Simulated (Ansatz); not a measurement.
## HfZnO3 in Pmc2_1, a phase reached by a soft mode: a soft mode frozen in

Wanted: the energy along a soft mode of HfZnO3 in Pmc2_1, a phase reached by a soft mode and the structure at the end.

Main program and level: Ansatz 0.2.0; DFT PBEsol, scalar-relativistic, plane waves, PAW; PAW set soft_1.

The structure was built from a prototype and need not be the compound's stable phase.

## (1) The starting structure

It takes space group Pmc2_1 (No. 26, orthorhombic). The conventional cell has a = 3.512 Å, b = 6.930 Å, c = 5.264 Å, α = 90.00°, β = 90.00°, γ = 90.00°. Zn has 4 O at 1.96 to 2.21 Å nearest. Nearest to Hf lie 5 O at 1.92 to 2.10 Å. Nearest to O lie 2 Zn at 1.96 Å and 1 Hf at 2.10 Å. O has 2 Hf at 1.92 to 1.99 Å nearest. O has 2 Hf at 2.04 Å and 2 Zn at 2.06 to 2.21 Å nearest. Farther neighbours and most contacts between anions are not listed.

## (2) Zone-centre response

This phase was reached earlier by freezing in an unstable mode of a structure of higher symmetry and relaxing. Its zone-centre modes can show that it is still unstable.

input.yaml reads:

```yaml
crystal:
  lattice:
    - [3.5117176667, 0.0, 0.0]
    - [0.0, 6.9297840549, 0.0]
    - [0.0, 0.0, 5.2642289147]
  atoms:
    - { symbol: Zn, position: [0.0, 0.8697306001, 0.4958309722] }
    - { symbol: Zn, position: [0.0, 0.1302693999, 0.9958309722] }
    - { symbol: Hf, position: [0.5, 0.3017348898, 0.4989344236] }
    - { symbol: Hf, position: [0.5, 0.6982651102, 0.9989344236] }
    - { symbol: O, position: [0.5, 0.858522866, 0.6596987008] }
    - { symbol: O, position: [0.5, 0.5409324831, 0.3162264464] }
    - { symbol: O, position: [0.5, 0.4590675169, 0.8162264464] }
    - { symbol: O, position: [0.5, 0.141477134, 0.1596987008] }
    - { symbol: O, position: [0.0, 0.1773674282, 0.6099655378] }
    - { symbol: O, position: [0.0, 0.8226325718, 0.1099655378] }
kpoints:
  mp_grid: { grid: [6, 4, 4] }
hamiltonian:
  xc: pbesol
  pseudopotentials: { kind: paw, azcp: { folder: soft_1 }, xc_functional: pbe }
scf:
  occupations: { method: fixed }
output:
  eigenvalues: true
phonons:
  method: dfpt
  dielectric: true
  rigid_motions: translations
```

Launch:

```
$ ansatz run input.yaml --threads 8 --pin off --max-ram 16384MiB --backend cpu --events-out ev --progress --plain --runs-dir out
```

Numbers of over 12 decimals in the logs are rounded to 6 here.

Output:

```text
Engine: ansatz 0.2.0, aarch64-unknown-linux-gnu
Pseudopotentials: kind: paw
Pseudopotential: Zn, paw, valence charge 12, recommended cutoff 420 eV (normal), soft_1/Zn.paw.azcp
Pseudopotential: Hf, paw, valence charge 26, recommended cutoff 420 eV (normal), soft_1/Hf.paw.azcp
Pseudopotential: O, paw, valence charge 6, recommended cutoff 420 eV (normal), soft_1/O.paw.azcp
Functional definition: PBEsol
  exchange = pbesol_x
  correlation = pbesol_c
Crystal: 10 atoms, lattice volume = 128.107 Å³
Basis set: ecut = 420 eV, 2517 PW (Γ), exchange–correlation on 48×96×72 points (8 copies of the dense FFT grid, shifted against one another)
Bands: 68, of which v1, the nominal top of the filled ones, is band 56 counted from 1 (55 counted from 0)
Symmetry: 4 space group operations
k-points: 52 of 96 (irreducible under 1 space group operation, time reversal used)
Non-local potential: Zn, projectors of the file, l = 0: 2, l = 1: 2, l = 2: 3, l = 3: 1
Non-local potential: Hf, projectors of the file, l = 0: 3, l = 1: 2, l = 2: 2, l = 3: 3
Non-local potential: O, projectors of the file, l = 0: 2, l = 1: 2, l = 2: 1
PAW form: soft (Blöchl's): semilocal exchange-correlation on the pseudo side does not see the compensation charge
PAW frozen core: Zn, regenerated for the run's functional, and the local potential with it (the file was generated under x = pbe(κ = 0.804, μ = 0.219515), c = pbe(β = 0.066725))
PAW frozen core: Hf, regenerated for the run's functional, and the local potential with it (the file was generated under x = pbe(κ = 0.804, μ = 0.219515), c = pbe(β = 0.066725))
PAW frozen core: O, regenerated for the run's functional, and the local potential with it (the file was generated under x = pbe(κ = 0.804, μ = 0.219515), c = pbe(β = 0.066725))
PAW one-centre angular grid: Zn, 590 points (default); XC on 64 Gauss nodes
PAW one-centre angular grid: Hf, 590 points (default); XC on 64 Gauss nodes
PAW one-centre angular grid: O, 110 points (default); XC on 64 Gauss nodes
Initial density: superposition of atomic densities (chi_scale 0.1, normalization cell, long waves kept (reshape's long-wave potential 0.08 eV rms))
Initial wavefunctions: pseudopotential atomic-orbital guess
Functional: x = pbesol(κ = 0.804, μ = 0.123457), c = pbesol(β = 0.046)
SCF iter   1: F=—  HF=-41138.758108 eV  |F-HF|=—  |Δ(HF+E_count)|=         —  Δρ=1.06e-1  dr2=1.79e1  ethr=3.10e-3  ⟨swp⟩=4.5  Hψ=11219  notcnv=0  defer=463
preconditioner: auto → Resta (q_TF=auto, 2.668 Å⁻¹)  ε∞=5.2  [insulator: Δε(μ)=2.141 eV  Ē_g=16.721 eV  n_scr=42 (ndim 8)  ℏωp=34.1 eV  f_vac=0.020  ε∞_Penn≈5.2]
SCF iter   2: F=—  HF=-41134.701277 eV  |F-HF|=—  |Δ(HF+E_count)|=    4.06e0  Δρ=4.39e-2  dr2=3.11e0  ethr=3.10e-3  ⟨swp⟩=3.0  Hψ=7465  notcnv=0  defer=505
SCF iter   3: F=—  HF=-41133.706349 eV  |F-HF|=—  |Δ(HF+E_count)|=   9.95e-1  Δρ=2.47e-2  dr2=9.41e-1  ethr=2.78e-3  ⟨swp⟩=2.0  Hψ=6452  notcnv=0  defer=466
SCF iter   4: F=—  HF=-41133.458625 eV  |F-HF|=—  |Δ(HF+E_count)|=   2.48e-1  Δρ=8.83e-3  dr2=7.47e-2  ethr=8.40e-4  ⟨swp⟩=2.7  Hψ=6386  notcnv=0  defer=515
SCF iter   5: F=—  HF=-41133.490498 eV  |F-HF|=—  |Δ(HF+E_count)|=   3.19e-2  Δρ=5.20e-3  dr2=3.30e-2  ethr=6.67e-5  ⟨swp⟩=2.2  Hψ=6668  notcnv=0  defer=516
SCF iter   6: F=—  HF=-41133.475406 eV  |F-HF|=—  |Δ(HF+E_count)|=   1.51e-2  Δρ=1.35e-3  dr2=2.69e-3  ethr=2.95e-5  ⟨swp⟩=2.1  Hψ=6358  notcnv=0  defer=519
SCF iter   7: F=—  HF=-41133.476050 eV  |F-HF|=—  |Δ(HF+E_count)|=   6.44e-4  Δρ=6.73e-4  dr2=6.16e-4  ethr=2.40e-6  ⟨swp⟩=2.0  Hψ=6256  notcnv=0  defer=520
SCF iter   8: F=—  HF=-41133.476353 eV  |F-HF|=—  |Δ(HF+E_count)|=   3.04e-4  Δρ=5.98e-4  dr2=4.27e-4  ethr=5.50e-7  ⟨swp⟩=2.0  Hψ=6256  notcnv=0  defer=520
SCF iter   9: F=—  HF=-41133.476344 eV  |F-HF|=—  |Δ(HF+E_count)|=   9.06e-6  Δρ=1.09e-4  dr2=1.26e-5  ethr=3.82e-7  ⟨swp⟩=2.0  Hψ=5586  notcnv=0  defer=343
SCF iter  10: F=—  HF=-41133.476351 eV  |F-HF|=—  |Δ(HF+E_count)|=   6.74e-6  Δρ=1.07e-4  dr2=8.73e-6  ethr=1.13e-8  ⟨swp⟩=2.0  Hψ=6152  notcnv=0  defer=296
[...]
SCF iter  14: F=—  HF=-41133.476350 eV  |F-HF|=—  |Δ(HF+E_count)|=  9.75e-10  Δρ=1.69e-6  dr2=2.98e-9  ethr=2.73e-11  ⟨swp⟩=2.0  Hψ=5632  notcnv=0  defer=296
SCF iter  15: F=—  HF=-41133.476350 eV  |F-HF|=—  |Δ(HF+E_count)|=  4.95e-10  Δρ=6.20e-7  dr2=4.13e-10  ethr=2.66e-12  ⟨swp⟩=2.0  Hψ=6143  notcnv=0  defer=296
SCF iter  16: F=—  HF=-41133.476350 eV  |F-HF|=—  |Δ(HF+E_count)|=  3.57e-10  Δρ=3.57e-7  dr2=1.26e-10  ethr=1.00e-12  ⟨swp⟩=13.6  Hψ=23778  notcnv=0
SCF iter  17: F=-41133.476350 eV  HF=-41133.476350 eV  |F-HF|=1.46e-11  |Δ(HF+E_count)|=  2.18e-11  Δρ=9.26e-8  dr2=8.87e-12  ethr=1.00e-12  ⟨swp⟩=6.1  Hψ=17552  notcnv=0
SCF 1 converged in 17 iterations: F = -41133.476350 eV  dr2 = 8.87e-12
  greatest PAW one-centre occupation: 0.998 electrons in one spin orbital (limit 2), on the Hf atom at site 2 (counted from 0), in its partial waves of l = 3
DFPT response loops at Γ: preconditioner auto → Resta (q_TF=auto, 2.668 Å⁻¹)  ε∞=5.9 (no band partly filled); β = 1.00, the filter's whole step (`scf.mixing.beta` (0.50) is not read by the response loops at its default; to damp them type it under 1.00, their step now; it binds the ground state too); Broyden in place of MSR1
── the response to a field inside a basis, on 8×4×6 k-points: an SCF that follows is theirs, and a resumed run solves both again ──
Bands: 57, of which v1, the nominal top of the filled ones, is band 56 counted from 1 (55 counted from 0)
k-points: 24 of 192 (time reversal used)
Initial density: handed on by an earlier stage of this run
Initial wavefunctions: pseudopotential atomic-orbital guess (no wavefunctions were taken with the density)
Eigensolver: Dense (24 Hₖ)
SCF iter   1: F=—  HF=-41133.338272 eV  |F-HF|=—  |Δ(HF+E_count)|=         —  Δρ=6.42e-4  dr2=1.11e-4  ethr=1.00e-1
preconditioner: auto → Resta (q_TF=auto, 2.668 Å⁻¹)  ε∞=7.5  [insulator: Δε(μ)=2.109 eV  Ē_g=13.345 eV  n_scr=42 (ndim 8)  ℏωp=34.1 eV  f_vac=0.075  ε∞_Penn≈7.5]
SCF iter   2: F=—  HF=-41133.338329 eV  |F-HF|=—  |Δ(HF+E_count)|=   5.77e-5  Δρ=3.57e-4  dr2=4.49e-5  ethr=9.94e-8
SCF iter   3: F=—  HF=-41133.338353 eV  |F-HF|=—  |Δ(HF+E_count)|=   2.39e-5  Δρ=1.58e-4  dr2=8.05e-6  ethr=4.01e-8
SCF iter   4: F=—  HF=-41133.338359 eV  |F-HF|=—  |Δ(HF+E_count)|=   5.74e-6  Δρ=2.26e-5  dr2=3.52e-7  ethr=7.19e-9
SCF iter   5: F=—  HF=-41133.338359 eV  |F-HF|=—  |Δ(HF+E_count)|=   6.17e-8  Δρ=1.05e-5  dr2=1.65e-7  ethr=3.15e-10
SCF iter   6: F=-41133.338359 eV  HF=-41133.338359 eV  |F-HF|=6.90e-9  |Δ(HF+E_count)|=   1.97e-8  Δρ=3.72e-6  dr2=1.68e-8  ethr=1.48e-10
SCF 1 converged in 6 iterations: F = -41133.338359 eV  dr2 = 1.68e-8
  greatest PAW one-centre occupation: 0.998 electrons in one spin orbital (limit 2), on the Hf atom at site 3 (counted from 0), in its partial waves of l = 0
DFPT response loops at Γ: preconditioner auto → Resta (q_TF=auto, 2.668 Å⁻¹)  ε∞=5.3 (no band partly filled); β = 1.00, the filter's whole step (`scf.mixing.beta` (0.50) is not read by the response loops at its default; to damp them type it under 1.00, their step now; it binds the ground state too); Broyden in place of MSR1
WARN: field response: ε∞ stands inside a basis, on 8×4×6 points; the force constants stand on the 6×4×4 k-mesh, whose period is 12.74 times the interband length at k = (0.0000, 0.0000, 0.0000), direct gap 1.739 eV, under 14: take them and everything formed from them as unconverged, and compare with a denser kpoints.mp_grid
SCF converged after 17 iterations
Free energy (F): -41133.476350 eV
Harris-Foulkes:  -41133.476350 eV  (|F-HF|=1.46e-11)
Internal energy: -41133.476350 eV  (E = F + TS)
E sigma→0 (E₀):  -41133.476350 eV
Fermi energy:    9.346805 eV
--- Per-component energies (eV) ---
  E_band       = -242.437399
  E_kinetic    = 2113.981468
  E_local      = -20841.638304  (includes V_loc(G=0)·N_el)
  E_nonlocal   = 2109.576336
  E_hartree    = 9384.823681
  E_xc         = -1105.192469
  E_vxc        = -1151.441855  (∫ρ·V_xc dr)
  E_paw        = -19825.746360  (= ΣΔE_a)
  E_vpaw       = -1242.566656  (= ΣTr[D̂ρ^β])
  E_aug_tail   = 0.004361  (compensation charges beyond the density's cutoff)
  E_ewald      = -12973.593615
  E_core_change = 4.308551  (= ΣΔE_core)
  E_smearing   = -0.000000  (= −TS)
  E_closure    = 0.000000  (closes the sum)
  Σ components = -41133.476350   (vs F -41133.476350, Δ=0.00e0)
--- Band table (eV; the first three rows and the last of 52) ---
  k-point 0: bands = [... 52 lower, 8.3257, 8.3741, 8.6849, 9.3181, 11.0572, 13.4953, 14.3634, 14.3727, ... 8 higher]
  k-point 1: bands = [... 52 lower, 8.2411, 8.3172, 8.5322, 8.7764, 11.6707, 13.6728, 14.5220, 14.6381, ... 8 higher]
  k-point 2: bands = [... 52 lower, 8.2786, 8.2786, 8.5090, 8.5090, 12.8455, 12.8455, 14.7176, 14.7176, ... 8 higher]
  k-point 51: bands = [... 52 lower, 7.7140, 7.7140, 8.5734, 8.5734, 13.6257, 13.6257, 14.3407, 14.3407, ... 8 higher]
--- Phonons (Γ-DFPT): 15 representative perturbations + reference, on 52 of 96 k-points (Σ response iterations 67) ---
  k mesh reduced under 1 symmetry operation, with k and −k counted as one. Each operation leaves every solved perturbation unchanged. A smaller set is not considered because the run solves the response to a homogeneous field
  ASR residual: 1.293e-4 → 0.000e0 eV/Å²; symmetrization residual: 1.650e-5 eV/Å²
  ASR residual per site (eV/Å²): 6.80e-5 6.80e-5 9.27e-6 9.27e-6 1.29e-4 7.83e-5 7.83e-5 1.29e-4 5.03e-5 5.03e-5
  Γ frequencies (cm⁻¹): -140.16 0.00 0.00 0.00 74.68 86.63 94.82 102.97 121.45 130.91 144.03 164.68 175.80 225.78 239.29 246.61 277.00 282.29 353.15 409.86 430.08 453.59 463.58 470.23 504.61 556.13 598.45 608.17 673.40 877.62
  ε∞ (high-frequency dielectric tensor):
        4.475415     0.000000     0.000000
        0.000000     4.544250     0.000000
        0.000000     0.000000     4.860878
  softest optical mode at Γ: -140.16 cm⁻¹; the repairs (sum rule, projections) moved no ω² at Γ by more than (3.27 cm⁻¹)²
  Born effective charges Z* (e; rows j = field, columns β = displacement):
    site 0:
         2.41838    0.00000    0.00000
        -0.00000    2.15549    0.31267
         0.00000    0.19473    2.33614
    site 1:
         2.41838   -0.00000    0.00000
         0.00000    2.15549   -0.31267
         0.00000   -0.19473    2.33614
    site 2:
         3.87117    0.00000    0.00000
         0.00000    4.97754    0.89148
         0.00000    0.18525    5.53027
    site 3:
         3.87117    0.00000    0.00000
         0.00000    4.97754   -0.89148
         0.00000   -0.18525    5.53027
    site 4:
        -2.25438    0.00000    0.00000
         0.00000   -1.99605    0.79811
        -0.00000    0.63057   -2.60897
    site 5:
        -1.08800    0.00000    0.00000
         0.00000   -3.03816    1.47795
        -0.00000    1.85369   -3.26983
    site 6:
        -1.08800    0.00000    0.00000
         0.00000   -3.03816   -1.47795
        -0.00000   -1.85369   -3.26983
    site 7:
        -2.25438   -0.00000    0.00000
         0.00000   -1.99605   -0.79811
        -0.00000   -0.63057   -2.60897
    site 8:
        -2.94717   -0.00000    0.00000
         0.00000   -2.09882    0.12411
         0.00000    0.32726   -1.98760
    site 9:
        -2.94717    0.00000    0.00000
        -0.00000   -2.09882   -0.12411
         0.00000   -0.32726   -1.98760
  Z* charge neutrality: 1.095e-2 e pre-enforcement
  solved inside a basis spanned on kpoints, on 8×4×6 k-points, its susceptibility summed on 10×6×6: ε∞ is read to err by 1.6e-2, Z* by 3.1e-2 e (field_mesh: kpoints solves on kpoints); Z* is corrected for what the basis lacks
  optical modes at Γ without the LO–TO term, one row a degenerate level:
      ω (cm⁻¹)  modes    IR ((D/Å)²/amu)
       -140.16      1             0.0000
         74.68      1             0.0000
         86.63      1             0.0000
         94.82      1             0.0120
        102.97      1             0.7708
        121.45      1             6.3766
        130.91      1             0.2674
[...]
optical modes at Γ + LO–TO along q̂ = [1.0000, 0.0000, 0.0000]:
      ω (cm⁻¹)  modes    IR ((D/Å)²/amu)
[...]
optical modes at Γ + LO–TO along q̂ = [0.0000, 1.0000, 0.0000]:
      ω (cm⁻¹)  modes    IR ((D/Å)²/amu)
[...]
optical modes at Γ + LO–TO along q̂ = [0.0000, 0.0000, 1.0000]:
      ω (cm⁻¹)  modes    IR ((D/Å)²/amu)
[...]
388.86      1             1.2644
        430.08      1             1.2610
        453.59      1            31.4286
        463.58      1             0.0000
        470.23      1             2.4707
        482.74      1            14.3760
        504.61      1            10.1777
        565.74      1             3.0924
        598.45      1             0.0000
        608.17      1            16.5609
        787.46      1            64.7544
        877.62      1            20.1552
```

Run time: 2.8 min. Hardware: 8 threads of Arm Neoverse V2, shared host; peak memory 2.4 GiB; 21 min of CPU time.

A gap read on the k-mesh alone can miss the band edges.

This step gave:

- gap on the k-mesh: 1.710 eV
- volume per atom: 12.81 Å³
- sum-rule residual before enforcement: 1.29e-4 eV/Å²
- miss of the charge sum rule: 0.01095 e
- estimated error of the dielectric tensor: 0.01553
- estimated error of the Born charges: 0.03060 e
- point group: mm2
- highest optical mode at the zone centre (no LO-TO term): 877.6 cm⁻¹
- lowest optical zone-centre mode: -140.2 cm⁻¹
- mean high-frequency dielectric constant: 4.627
- largest Born charge (third of the trace): 4.793 e
- top of the zone-centre spectrum with the field: 931.2 cm⁻¹

Patterns of degenerate modes are one choice out of their space. The modes at Γ (shares of kinetic energy by element, %) (negative means imaginary):

| mode | frequency (cm⁻¹) | symmetry | Zn % | Hf % | O % |
| --- | --- | --- | --- | --- | --- |
| 1 | -140.2 | A2 | 0 | 1 | 99 |
| 2 | 0.0 | acoustic | 22 | 61 | 16 |
| 3 | 0.0 | acoustic | 22 | 61 | 16 |
| 4 | 0.0 | acoustic | 22 | 61 | 16 |
| 5 | 74.7 | A2 | 76 | 9 | 14 |
| 6 | 86.6 | A2 | 8 | 84 | 8 |
| 7 | 94.8 | A1 | 94 | 4 | 2 |
| 8 | 103.0 | B1 | 52 | 12 | 36 |
| 9 | 121.5 | B2 | 65 | 20 | 15 |
| 10 | 130.9 | B2 | 49 | 40 | 10 |
| 11 | 144.0 | A1 | 4 | 53 | 43 |
| 12 | 164.7 | B1 | 11 | 20 | 69 |
| 13 | 175.8 | A1 | 71 | 27 | 2 |
| 14 | 225.8 | B2 | 45 | 24 | 31 |
| 15 | 239.3 | B2 | 9 | 39 | 52 |
| 16 | 246.6 | A1 | 4 | 6 | 90 |
| 17 | 277.0 | A1 | 2 | 32 | 66 |
| 18 | 282.3 | B2 | 8 | 4 | 88 |
| 19 | 353.1 | A1 | 2 | 5 | 93 |
| 20 | 409.9 | A1 | 1 | 5 | 93 |
| 21 | 430.1 | B2 | 1 | 1 | 98 |
| 22 | 453.6 | B1 | 14 | 1 | 84 |
| 23 | 463.6 | A2 | 15 | 0 | 85 |
| 24 | 470.2 | B2 | 0 | 6 | 94 |
| 25 | 504.6 | B2 | 0 | 2 | 98 |
| 26 | 556.1 | A1 | 0 | 3 | 97 |
| 27 | 598.5 | A2 | 0 | 6 | 94 |
| 28 | 608.2 | B1 | 0 | 6 | 94 |
| 29 | 673.4 | A1 | 0 | 3 | 97 |
| 30 | 877.6 | B2 | 0 | 2 | 98 |

Displacements in mode 1 (-140.2 cm⁻¹), the largest set to 1:
```
Zn1  0.01  0.00  0.00
Zn2 -0.01  0.00  0.00
Hf3  0.03  0.00  0.00
Hf4 -0.03  0.00  0.00
O5   0.05  0.00  0.00
O6   1.00  0.00  0.00
O7  -1.00  0.00  0.00
O8  -0.05  0.00  0.00
O9  -0.10  0.00  0.00
O10  0.10  0.00  0.00
```

Displacements in mode 14 (225.8 cm⁻¹), the largest set to 1:
```
Zn1  0.00 -0.01 -0.84
Zn2  0.00 -0.01  0.84
Hf3  0.00 -0.19 -0.32
Hf4  0.00 -0.19  0.32
O5   0.00  1.00  0.18
O6   0.00  0.52  0.36
O7   0.00  0.52 -0.36
O8   0.00  1.00 -0.18
O9   0.00  0.68  0.34
O10  0.00  0.68 -0.34
```

Before it was imposed, the acoustic sum rule was missed by 1.3e-4 eV/Å² and the charge sum rule by 0.011 e. Small misses are needed for a sound result but don't prove that mesh and cutoff are converged. The lowest optical mode is imaginary, 140.2i cm⁻¹, so the energy falls along it.

The log warns of the k mesh: “the force constants stand on the 6×4×4 k-mesh, whose period is 12.74 times the interband length at k = (0.0000, 0.0000, 0.0000), direct gap 1.739 eV, under 14: take them and everything formed from them as unconverged”.

## (3) The mode frozen in, largest atomic shift 0 Å

The mode followed lies at Γ with frequency 140.2i cm⁻¹, the softest among the wavevectors solved. At small amplitude the distorted cell has space group no. 4 by a symmetry search on the positions. The undistorted cell that holds it gives the zero of energy on the same k mesh.

Edit input.yaml of step 2 so:

```diff
@@ -22,8 +22,6 @@
 scf:
-  occupations: { method: fixed }
+  occupations: { method: gaussian, width: 0.02 }
 output:
+  forces: true
+  stress: true
   eigenvalues: true
-phonons:
-  method: dfpt
-  dielectric: true
-  rigid_motions: translations
```

Output:

```text
[...]
Crystal: 10 atoms, lattice volume = 128.107 Å³
Basis set: ecut = 420 eV, 2517 PW (Γ), exchange–correlation on 48×96×72 points (8 copies of the dense FFT grid, shifted against one another)
Bands: 68, of which v1, the nominal top of the filled ones, is band 56 counted from 1 (55 counted from 0)
Symmetry: 4 space group operations
[...]
k-points: 36 of 96 (time reversal used)
[...]
k-point 0: bands = [... 52 lower, 8.3257, 8.3742, 8.6848, 9.3182, 11.0572, 13.4953, 14.3634, 14.3727, ... 5 higher]
  k-point 1: bands = [... 52 lower, 8.2411, 8.3172, 8.5322, 8.7764, 11.6707, 13.6727, 14.5220, 14.6381, ... 5 higher]
  k-point 2: bands = [... 52 lower, 8.2787, 8.2787, 8.5089, 8.5089, 12.8455, 12.8455, 14.7177, 14.7177, ... 5 higher]
  k-point 35: bands = [... 52 lower, 7.7140, 7.7140, 8.5734, 8.5734, 13.6257, 13.6257, 14.3408, 14.3408, ... 5 higher]
[key lines of the parts left out:]
SCF converged after 12 iterations
Free energy (F): -41133.476350 eV
Fermi energy:    10.202000 eV
P = ⅓ Tr σ = -0.0023 GPa (-0.023 kbar)
```

The job ended after 4.9 s (8 threads; peak memory 0.73 GiB).

Numbers from this step:

```yaml
pressure: -0.002290 GPa
energy_from_the_undistorted_cell: 0 meV/atom
```

At this level the gap is 1.71 eV on the k-mesh of the self-consistent run, which can miss the band edges.

(Part 1 of 3 ends here.)

[Logs are printed without paths, hosts, clocks, repeated set-up lines and the standing remarks that a program may print on its own settings, such as how far it seeks lower states.]

[Hosts, paths, dates, database ids (printed as entryN), source tags and the programs' standing remarks are cut or masked in the printed files.]
